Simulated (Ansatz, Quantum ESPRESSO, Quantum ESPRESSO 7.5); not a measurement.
# From contact to tunnelling: vacuum gaps between two Li(100) faces

How fast does transmission decay with width? The series: vacuum gaps between two Li(100) faces.

Calculated with Quantum ESPRESSO 7.5; plane-wave DFT, PBE, GBRV ultrasoft pseudopotentials (cross-check by Ansatz 0.2.0 with PAW datasets).

Report form: the programs' logs are mostly left out.

## 1. Starting point

The cell holds 16 atoms: 16 Li. Cell: a = 3.440 Å, b = 3.440 Å, c = 29.300 Å, α = 90.0°, β = 90.0°, γ = 90.0°. It derives from Li. Regions: left lead, 8 atoms (8 Li); right lead, 8 atoms (8 Li). The structure is stacked along c, and the current runs across the ab planes.

## 2. Self-consistent run, 3.5 Å

One periodic cell holds a stretch of lead, the junction and more lead; the atoms stay as built.

File j0.scf.in:

```
&control
  prefix = 'j0.scf'
  outdir = './out'
  pseudo_dir = './pseudo'
  calculation = 'scf'
  tprnfor = .true.
/
&system
  ibrav = 0
  nat = 16
  ntyp = 1
  ecutwfc = 40
  ecutrho = 200
  occupations = 'smearing'
  smearing = 'mv'
  degauss = 0.01
/
&electrons
  conv_thr = 1e-07
  mixing_beta = 0.25
  electron_maxstep = 120
  mixing_mode = 'local-TF'
/
ATOMIC_SPECIES
  Li  6.9400  li_pbe_v1.4.uspp.F.UPF
CELL_PARAMETERS angstrom
  3.44000000000000 0.00000000000000 0.00000000000000
  0.00000000000000 3.44000000000000 0.00000000000000
  0.00000000000000 0.00000000000000 29.30000000000000
ATOMIC_POSITIONS crystal
  Li  0.000000000000 0.000000000000 0.000000000000
  Li  0.500000000000 0.500000000000 0.058703071672
  Li  0.000000000000 0.000000000000 0.117406143345
  Li  0.500000000000 0.500000000000 0.176109215017
  Li  0.000000000000 0.000000000000 0.234812286689
  Li  0.500000000000 0.500000000000 0.293515358362
  Li  0.000000000000 0.000000000000 0.352218430034
  Li  0.500000000000 0.500000000000 0.410921501706
  Li  0.000000000000 0.000000000000 0.530375426621
  Li  0.500000000000 0.500000000000 0.589078498294
  Li  0.000000000000 0.000000000000 0.647781569966
  Li  0.500000000000 0.500000000000 0.706484641638
  Li  0.000000000000 0.000000000000 0.765187713311
  Li  0.500000000000 0.500000000000 0.823890784983
  Li  0.000000000000 0.000000000000 0.882593856655
  Li  0.500000000000 0.500000000000 0.941296928328
K_POINTS automatic
  7 7 1 0 0 0
```

Run with:

```console
OMP_NUM_THREADS=1 mpirun -n 2 pw.x -nk 2 -in j0.scf.in > j0.scf.out
```

It took 65 s on 2 MPI ranks of Arm Neoverse V2, shared host; peak memory 0.38 GiB.

Read from the output:

- free energy: -3149.9726 eV
- Fermi energy: 0.7711 eV

The run needed 27 iterations to bring the estimated error under 1e-07 Ry; the largest force on any atom, held or free, is 0.32 eV/Å.

## 3. Transmission with pwcond.x, 3.5 Å

prefixt takes both regions from one run: the lead from 0 to bdl, the scattering region from bdl to bds (units of alat). ikind = 1 puts the same lead on both sides. The program's T_tot counts both spins in a run without spin; the tables below give T per spin.

File j0.cond.in:

```
&inputcond
  outdir = './out'
  prefixt = 'j0.scf'
  tran_file = 'j0.cond.dat'
  bdl = 2.0000000000
  bds = 8.5174418605
  ikind = 1
  ewind = 4.0
  epsproj = 1e-05
  nz1 = 7
  energy0 = 0.4
  denergy = -0.4
/
15
  0.00000000 0.00000000 0.01562500
  0.00000000 0.12500000 0.06250000
  0.00000000 0.25000000 0.06250000
  0.00000000 0.37500000 0.06250000
  0.00000000 0.50000000 0.03125000
  0.12500000 0.12500000 0.06250000
  0.12500000 0.25000000 0.12500000
  0.12500000 0.37500000 0.12500000
  0.12500000 0.50000000 0.06250000
  0.25000000 0.25000000 0.06250000
  0.25000000 0.37500000 0.12500000
  0.25000000 0.50000000 0.06250000
  0.37500000 0.37500000 0.06250000
  0.37500000 0.50000000 0.06250000
  0.50000000 0.50000000 0.01562500
3
```

Run with:

```console
OMP_NUM_THREADS=1 mpirun -n 2 pwcond.x -in j0.cond.in > j0.cond.out
```

The job ended after 44 s (2 MPI ranks; peak memory 0.13 GiB; 88 s of CPU time).

This step gave:

```
lead channels at the Fermi level, one spin : 1.203
transmission at the Fermi level, one spin  : 0.6351
conductance                                : 0.6351 G₀
```

Per spin; mean over the k mesh across the current. Open channels, zone mean against energy, zero at the Fermi level:

| energy (eV) | open channels, zone mean |
| --- | --- |
| -0.400 | 1.08 |
| 0.000 | 1.20 |
| 0.400 | 1.30 |

Per spin; mean over the k mesh across the current. The transmission, zone mean by energy, zero at the Fermi level:

| energy (eV) | transmission, zone mean |
| --- | --- |
| -0.400 | 0.539 |
| 0.000 | 0.635 |
| 0.400 | 0.706 |

At 0.000 eV; k in fractions of b1, b2. Transmission by k point:

| k1 | k2 | weight | t | channels |
| --- | --- | --- | --- | --- |
| 0 | 0 | 0.01562 | 0.9882 | 1 |
| 0 | 0.125 | 0.0625 | 0.9966 | 1 |
| 0 | 0.25 | 0.0625 | 0.9887 | 1 |
| 0 | 0.375 | 0.0625 | 0.8367 | 1 |
| 0 | 0.5 | 0.03125 | 0.4065 | 2 |
| 0.125 | 0.125 | 0.0625 | 1 | 1 |
| 0.125 | 0.25 | 0.125 | 0.9661 | 1 |
| 0.125 | 0.375 | 0.125 | 0.728 | 1 |
| 0.125 | 0.5 | 0.0625 | 0.3419 | 2 |
| 0.25 | 0.25 | 0.0625 | 0.8364 | 1 |
| 0.25 | 0.375 | 0.125 | 0.4533 | 1 |
| 0.25 | 0.5 | 0.0625 | 0.2044 | 2 |
| 0.375 | 0.375 | 0.0625 | 0.1782 | 1 |
| 0.375 | 0.5 | 0.0625 | 0.03319 | 2 |
| 0.5 | 0.5 | 0.01562 | 0 | 0 |

## 4. Cross-check with Ansatz, 3.5 Å

A second code with its own PAW datasets, on the same atoms.

Level of this step: plane-wave DFT, PBE, Ansatz PAW (Ansatz 0.2.0).

File input.yaml:

```yaml
crystal:
  lattice:
    - [3.44, 0.0, 0.0]
    - [0.0, 3.44, 0.0]
    - [0.0, 0.0, 29.3]
  atoms:
    - { symbol: Li, position: [0.0, 0.0, 0.0] }
    - { symbol: Li, position: [0.5, 0.5, 0.0587030717] }
    - { symbol: Li, position: [0.0, 0.0, 0.1174061433] }
    - { symbol: Li, position: [0.5, 0.5, 0.176109215] }
    - { symbol: Li, position: [0.0, 0.0, 0.2348122867] }
    - { symbol: Li, position: [0.5, 0.5, 0.2935153584] }
    - { symbol: Li, position: [0.0, 0.0, 0.35221843] }
    - { symbol: Li, position: [0.5, 0.5, 0.4109215017] }
    - { symbol: Li, position: [0.0, 0.0, 0.5303754266] }
    - { symbol: Li, position: [0.5, 0.5, 0.5890784983] }
    - { symbol: Li, position: [0.0, 0.0, 0.64778157] }
    - { symbol: Li, position: [0.5, 0.5, 0.7064846416] }
    - { symbol: Li, position: [0.0, 0.0, 0.7651877133] }
    - { symbol: Li, position: [0.5, 0.5, 0.823890785] }
    - { symbol: Li, position: [0.0, 0.0, 0.8825938567] }
    - { symbol: Li, position: [0.5, 0.5, 0.9412969283] }
kpoints:
  mp_grid: { grid: [7, 7, 1] }
hamiltonian:
  xc: pbe
scf:
  occupations: { method: fermi_dirac, width: 0.1 }
  convergence: { dr2_threshold: 1.0e-08 }
output:
  transmission: { leads: [[0, 2]], e_range: [-0.4, 0.4], de: 0.4, kmesh: [8, 8] }
  write_potential: true
  write_density: true
  volumetric_format: npy
  elf: true
```

Run with:

```console
ansatz run input.yaml --threads 2 --pin off --max-ram 4096MiB --backend cpu --events-out ev --progress --plain --runs-dir out
```

The job ended after 22 s (2 threads; peak memory 0.53 GiB).

This step gave:

- free energy: -3274.6494 eV
- energy at zero smearing: -3274.5160 eV
- smearing term TS: 0.2668 eV
- Fermi energy: 0.8249 eV
- symmetry operations: 16
- transmission at the Fermi level, one spin: 0.6287
- step of the lead's Hamiltonian over a period: 10 meV

Per spin; mean over the k mesh across the current. Table of transmission, zone mean by energy, zero at the Fermi level:

| energy (eV) | transmission, zone mean |
| --- | --- |
| -0.400 | 0.528 |
| 0.000 | 0.629 |
| 0.400 | 0.716 |

Per spin; mean over the k mesh across the current. The open channels, zone mean by energy, zero at the Fermi level:

| energy (eV) | open channels, zone mean |
| --- | --- |
| -0.400 | 1.08 |
| 0.000 | 1.20 |
| 0.400 | 1.36 |

ELF in the ca plane at fractional y = 0.000, with atoms of Li within 0.2 Å of it. It is the smooth field of the valence electrons, not physical close to the nuclei.

Ten even steps from '0' (0.15 × 1e-1) to '9' (9.86 × 1e-1), each cell a mean:
```
89303652059701455443310398205662069602564029
00015664101003565543320011026664001004665200
11256665421246665543332111367665411245666531
55666666655667765543334556777666655566666665
66666666666677765543334566777666666666666666
44566666544466766543333334577666543456666654
00035665200025665543321000146665200025665310
45104663025302565443310155016663025202664105
99503652079811455443210599405651089811563049
```
Columns run along c (16.0 Å, from fractional 0.23 to 0.77 of the cell), rows up along a (3.4 Å). Atoms in or near the plane, at fractional coordinates: Li at (0.23, 0.00), Li at (0.35, 0.00), Li at (0.53, 0.00), Li at (0.65, 0.00), Li at (0.77, 0.00).

Valence density in the ca plane at fractional y = 0.000, with atoms of Li within 0.2 Å of it. It is the smooth field of the valence electrons, not physical close to the nuclei.

Values in e/Å³, 5 rows by 16 columns, each cell a mean:
```
1.6 0.1 0.1 1.3 0.5 0.0 0.0 0.0 0.6 1.1 0.1 0.1 1.7 0.1 0.1 0.9
0.1 0.1 0.1 0.1 0.1 0.0 0.0 0.0 0.0 0.1 0.1 0.1 0.1 0.1 0.1 0.1
0.1 0.1 0.1 0.1 0.1 0.0 0.0 0.0 0.0 0.0 0.1 0.1 0.1 0.1 0.1 0.1
0.1 0.1 0.1 0.1 0.1 0.0 0.0 0.0 0.0 0.1 0.1 0.1 0.1 0.1 0.1 0.1
3.1 0.1 0.1 2.4 0.9 0.0 0.0 0.0 1.1 2.2 0.1 0.1 3.2 0.1 0.1 1.7
```
Columns run along c (16.0 Å, from fractional 0.23 to 0.77 of the cell), rows up along a (3.4 Å). Atoms in or near the plane, at fractional coordinates: Li at (0.23, 0.00), Li at (0.35, 0.00), Li at (0.53, 0.00), Li at (0.65, 0.00), Li at (0.77, 0.00).

Ansatz finds T = 0.629 against pwcond's 0.635.

## 5. Self-consistent run, 4.5 Å

Level of this step: plane-wave DFT, PBE, GBRV ultrasoft pseudopotentials (Quantum ESPRESSO 7.5).

File j1.scf.in:

```
&control
  prefix = 'j1.scf'
  outdir = './out'
  pseudo_dir = './pseudo'
  calculation = 'scf'
  tprnfor = .true.
/
&system
  ibrav = 0
  nat = 16
  ntyp = 1
  ecutwfc = 40
  ecutrho = 200
  occupations = 'smearing'
  smearing = 'mv'
  degauss = 0.01
/
&electrons
  conv_thr = 1e-07
  mixing_beta = 0.25
  electron_maxstep = 120
  mixing_mode = 'local-TF'
/
ATOMIC_SPECIES
  Li  6.9400  li_pbe_v1.4.uspp.F.UPF
CELL_PARAMETERS angstrom
  3.44000000000000 0.00000000000000 0.00000000000000
  0.00000000000000 3.44000000000000 0.00000000000000
  0.00000000000000 0.00000000000000 30.30000000000000
ATOMIC_POSITIONS crystal
  Li  0.000000000000 0.000000000000 0.000000000000
  Li  0.500000000000 0.500000000000 0.056765676568
  Li  0.000000000000 0.000000000000 0.113531353135
  Li  0.500000000000 0.500000000000 0.170297029703
  Li  0.000000000000 0.000000000000 0.227062706271
  Li  0.500000000000 0.500000000000 0.283828382838
  Li  0.000000000000 0.000000000000 0.340594059406
  Li  0.500000000000 0.500000000000 0.397359735974
  Li  0.000000000000 0.000000000000 0.545874587459
  Li  0.500000000000 0.500000000000 0.602640264026
  Li  0.000000000000 0.000000000000 0.659405940594
  Li  0.500000000000 0.500000000000 0.716171617162
  Li  0.000000000000 0.000000000000 0.772937293729
  Li  0.500000000000 0.500000000000 0.829702970297
  Li  0.000000000000 0.000000000000 0.886468646865
  Li  0.500000000000 0.500000000000 0.943234323432
K_POINTS automatic
  7 7 1 0 0 0
```

Run with:

```console
OMP_NUM_THREADS=1 mpirun -n 2 pw.x -nk 2 -in j1.scf.in > j1.scf.out
```

Run time: 78 s. Hardware: 2 MPI ranks; peak memory 0.34 GiB; 2.6 min of CPU time.

This step gave:

- free energy: -3149.7723 eV
- Fermi energy: 0.6323 eV

## 6. The open system, 4.5 Å

j1.cond.in, as its differences from the input of step 3:

```diff
@@ -2,6 +2,6 @@
   outdir = './out'
-  prefixt = 'j0.scf'
-  tran_file = 'j0.cond.dat'
+  prefixt = 'j1.scf'
+  tran_file = 'j1.cond.dat'
   bdl = 2.0000000000
-  bds = 8.5174418605
+  bds = 8.8081395349
   ikind = 1
```

Run with:

```console
OMP_NUM_THREADS=1 mpirun -n 2 pwcond.x -in j1.cond.in > j1.cond.out
```

Wall time 47 s (2 MPI ranks); peak memory 0.13 GiB; 94 s of CPU time.

This step gave:

| Property | Result |
| --- | --- |
| transmission at the Fermi level, one spin | 0.3526 |
| conductance | 0.3526 G₀ |

Per spin; mean over the k mesh across the current. Transmission, zone mean against energy, zero at the Fermi level:

| energy (eV) | transmission, zone mean |
| --- | --- |
| -0.400 | 0.259 |
| 0.000 | 0.353 |
| 0.400 | 0.480 |

T goes from 0.635 to 0.353, a factor of 1.8.

## 7. Cross-check with Ansatz, 4.5 Å

Level of this step: plane-wave DFT, PBE, Ansatz PAW (Ansatz 0.2.0).

File input.yaml:

```yaml
crystal:
  lattice:
    - [3.44, 0.0, 0.0]
    - [0.0, 3.44, 0.0]
    - [0.0, 0.0, 30.3]
  atoms:
    - { symbol: Li, position: [0.0, 0.0, 0.0] }
    - { symbol: Li, position: [0.5, 0.5, 0.0567656766] }
    - { symbol: Li, position: [0.0, 0.0, 0.1135313531] }
    - { symbol: Li, position: [0.5, 0.5, 0.1702970297] }
    - { symbol: Li, position: [0.0, 0.0, 0.2270627063] }
    - { symbol: Li, position: [0.5, 0.5, 0.2838283828] }
    - { symbol: Li, position: [0.0, 0.0, 0.3405940594] }
    - { symbol: Li, position: [0.5, 0.5, 0.397359736] }
    - { symbol: Li, position: [0.0, 0.0, 0.5458745875] }
    - { symbol: Li, position: [0.5, 0.5, 0.602640264] }
    - { symbol: Li, position: [0.0, 0.0, 0.6594059406] }
    - { symbol: Li, position: [0.5, 0.5, 0.7161716172] }
    - { symbol: Li, position: [0.0, 0.0, 0.7729372937] }
    - { symbol: Li, position: [0.5, 0.5, 0.8297029703] }
    - { symbol: Li, position: [0.0, 0.0, 0.8864686469] }
    - { symbol: Li, position: [0.5, 0.5, 0.9432343234] }
kpoints:
  mp_grid: { grid: [7, 7, 1] }
hamiltonian:
  xc: pbe
scf:
  occupations: { method: fermi_dirac, width: 0.1 }
  convergence: { dr2_threshold: 1.0e-08 }
output:
  transmission: { leads: [[0, 2]], e_range: [-0.4, 0.4], de: 0.4, kmesh: [8, 8] }
  write_potential: true
  write_density: true
  volumetric_format: npy
```

Run with:

```console
ansatz run input.yaml --threads 2 --pin off --max-ram 4096MiB --backend cpu --events-out ev --progress --plain --runs-dir out
```

Run time: 23 s. Hardware: 2 threads; peak memory 0.55 GiB.

This step gave:

- free energy: -3274.4622 eV
- energy at zero smearing: -3274.3212 eV
- smearing term TS: 0.2820 eV
- Fermi energy: 0.7024 eV
- transmission at the Fermi level, one spin: 0.3540
- step of the lead's Hamiltonian over a period: 11.4 meV

Per spin; mean over the k mesh across the current. Table of transmission, zone mean by energy, zero at the Fermi level:

| energy (eV) | transmission, zone mean |
| --- | --- |
| -0.400 | 0.260 |
| 0.000 | 0.354 |
| 0.400 | 0.476 |

Ansatz finds T = 0.354 against pwcond's 0.353.

## 8. SCF with pw.x, 5.5 Å

Level of this step: plane-wave DFT, PBE, GBRV ultrasoft pseudopotentials (Quantum ESPRESSO 7.5).

File j2.scf.in:

```
&control
  prefix = 'j2.scf'
  outdir = './out'
  pseudo_dir = './pseudo'
  calculation = 'scf'
  tprnfor = .true.
/
&system
  ibrav = 0
  nat = 16
  ntyp = 1
  ecutwfc = 40
  ecutrho = 200
  occupations = 'smearing'
  smearing = 'mv'
  degauss = 0.01
/
&electrons
  conv_thr = 1e-07
  mixing_beta = 0.25
  electron_maxstep = 120
  mixing_mode = 'local-TF'
/
ATOMIC_SPECIES
  Li  6.9400  li_pbe_v1.4.uspp.F.UPF
CELL_PARAMETERS angstrom
  3.44000000000000 0.00000000000000 0.00000000000000
  0.00000000000000 3.44000000000000 0.00000000000000
  0.00000000000000 0.00000000000000 31.30000000000000
ATOMIC_POSITIONS crystal
  Li  0.000000000000 0.000000000000 0.000000000000
  Li  0.500000000000 0.500000000000 0.054952076677
  Li  0.000000000000 0.000000000000 0.109904153355
  Li  0.500000000000 0.500000000000 0.164856230032
  Li  0.000000000000 0.000000000000 0.219808306709
  Li  0.500000000000 0.500000000000 0.274760383387
  Li  0.000000000000 0.000000000000 0.329712460064
  Li  0.500000000000 0.500000000000 0.384664536741
  Li  0.000000000000 0.000000000000 0.560383386581
  Li  0.500000000000 0.500000000000 0.615335463259
  Li  0.000000000000 0.000000000000 0.670287539936
  Li  0.500000000000 0.500000000000 0.725239616613
  Li  0.000000000000 0.000000000000 0.780191693291
  Li  0.500000000000 0.500000000000 0.835143769968
  Li  0.000000000000 0.000000000000 0.890095846645
  Li  0.500000000000 0.500000000000 0.945047923323
K_POINTS automatic
  7 7 1 0 0 0
```

Run with:

```console
OMP_NUM_THREADS=1 mpirun -n 2 pw.x -nk 2 -in j2.scf.in > j2.scf.out
```

The job ended after 70 s (2 MPI ranks; peak memory 0.35 GiB; 2.3 min of CPU time).

Read from the output:

```
free energy  : -3149.6820 eV
Fermi energy : 0.5157 eV
```

## 9. Transmission with pwcond.x, 5.5 Å

j2.cond.in, as its differences from the input of step 6:

```diff
@@ -2,6 +2,6 @@
   outdir = './out'
-  prefixt = 'j1.scf'
-  tran_file = 'j1.cond.dat'
+  prefixt = 'j2.scf'
+  tran_file = 'j2.cond.dat'
   bdl = 2.0000000000
-  bds = 8.8081395349
+  bds = 9.0988372093
   ikind = 1
```

Run with:

```console
OMP_NUM_THREADS=1 mpirun -n 2 pwcond.x -in j2.cond.in > j2.cond.out
```

Elapsed: 47 s, on 2 MPI ranks; peak memory 0.13 GiB; 93 s of CPU time.

Numbers from this step:

```
transmission at the Fermi level, one spin : 0.1439
conductance                               : 0.1439 G₀
```

Per spin; mean over the k mesh across the current. The transmission, zone mean by energy, zero at the Fermi level:

| energy (eV) | transmission, zone mean |
| --- | --- |
| -0.400 | 0.0868 |
| 0.000 | 0.144 |
| 0.400 | 0.228 |

At 0.000 eV; k in fractions of b1, b2. Transmission by k point:

| k1 | k2 | weight | t | channels |
| --- | --- | --- | --- | --- |
| 0 | 0 | 0.01562 | 0.6635 | 1 |
| 0 | 0.125 | 0.0625 | 0.5757 | 1 |
| 0 | 0.25 | 0.0625 | 0.3081 | 1 |
| 0 | 0.375 | 0.0625 | 0.07443 | 1 |
| 0 | 0.5 | 0.03125 | 0.008243 | 2 |
| 0.125 | 0.125 | 0.0625 | 0.4811 | 1 |
| 0.125 | 0.25 | 0.125 | 0.229 | 1 |
| 0.125 | 0.375 | 0.125 | 0.04958 | 1 |
| 0.125 | 0.5 | 0.0625 | 0.006482 | 2 |
| 0.25 | 0.25 | 0.0625 | 0.09182 | 1 |
| 0.25 | 0.375 | 0.125 | 0.01606 | 1 |
| 0.25 | 0.5 | 0.0625 | 0.002285 | 2 |
| 0.375 | 0.375 | 0.0625 | 0.003276 | 1 |
| 0.375 | 0.5 | 0.0625 | 2.23e-4 | 2 |
| 0.5 | 0.5 | 0.01562 | 0 | 0 |

T goes from 0.353 to 0.144, a factor of 2.4.

## 10. The same in Ansatz, 5.5 Å

Level of this step: plane-wave DFT, PBE, Ansatz PAW (Ansatz 0.2.0).

File input.yaml:

```yaml
crystal:
  lattice:
    - [3.44, 0.0, 0.0]
    - [0.0, 3.44, 0.0]
    - [0.0, 0.0, 31.3]
  atoms:
    - { symbol: Li, position: [0.0, 0.0, 0.0] }
    - { symbol: Li, position: [0.5, 0.5, 0.0549520767] }
    - { symbol: Li, position: [0.0, 0.0, 0.1099041534] }
    - { symbol: Li, position: [0.5, 0.5, 0.16485623] }
    - { symbol: Li, position: [0.0, 0.0, 0.2198083067] }
    - { symbol: Li, position: [0.5, 0.5, 0.2747603834] }
    - { symbol: Li, position: [0.0, 0.0, 0.3297124601] }
    - { symbol: Li, position: [0.5, 0.5, 0.3846645367] }
    - { symbol: Li, position: [0.0, 0.0, 0.5603833866] }
    - { symbol: Li, position: [0.5, 0.5, 0.6153354633] }
    - { symbol: Li, position: [0.0, 0.0, 0.6702875399] }
    - { symbol: Li, position: [0.5, 0.5, 0.7252396166] }
    - { symbol: Li, position: [0.0, 0.0, 0.7801916933] }
    - { symbol: Li, position: [0.5, 0.5, 0.83514377] }
    - { symbol: Li, position: [0.0, 0.0, 0.8900958466] }
    - { symbol: Li, position: [0.5, 0.5, 0.9450479233] }
kpoints:
  mp_grid: { grid: [7, 7, 1] }
hamiltonian:
  xc: pbe
scf:
  occupations: { method: fermi_dirac, width: 0.1 }
  convergence: { dr2_threshold: 1.0e-08 }
output:
  transmission: { leads: [[0, 2]], e_range: [-0.4, 0.4], de: 0.4, kmesh: [8, 8] }
  write_potential: true
  write_density: true
  volumetric_format: npy
  elf: true
```

Run with:

```console
ansatz run input.yaml --threads 2 --pin off --max-ram 4096MiB --backend cpu --events-out ev --progress --plain --runs-dir out
```

Wall time 21 s (2 threads); peak memory 0.57 GiB; 39 s of CPU time.

Read from the output:

| Quantity | Value |
| --- | --- |
| free energy | -3274.3810 eV |
| energy at zero smearing | -3274.2362 eV |
| smearing term TS | 0.2896 eV |
| Fermi energy | 0.5918 eV |
| transmission at the Fermi level, one spin | 0.1452 |
| step of the lead's Hamiltonian over a period | 11.8 meV |

Per spin; mean over the k mesh across the current. Table of transmission, zone mean by energy, zero at the Fermi level:

| energy (eV) | transmission, zone mean |
| --- | --- |
| -0.400 | 0.0880 |
| 0.000 | 0.145 |
| 0.400 | 0.228 |

Ansatz finds T = 0.145 against pwcond's 0.144.

[end of part 1 of 2]

[Logs are printed without paths, hosts, clocks, repeated set-up lines and the standing remarks that a program may print on its own settings, such as how far it seeks lower states.]

[Hosts, paths, dates, database ids (printed as entryN), source tags and the programs' standing remarks are cut or masked in the printed files.]

[Maps of the electrostatic potential energy from Ansatz leave out the sawtooth potential of an applied field or a dipole correction, so their vacuum need not be flat; planar profiles and work functions include it.]
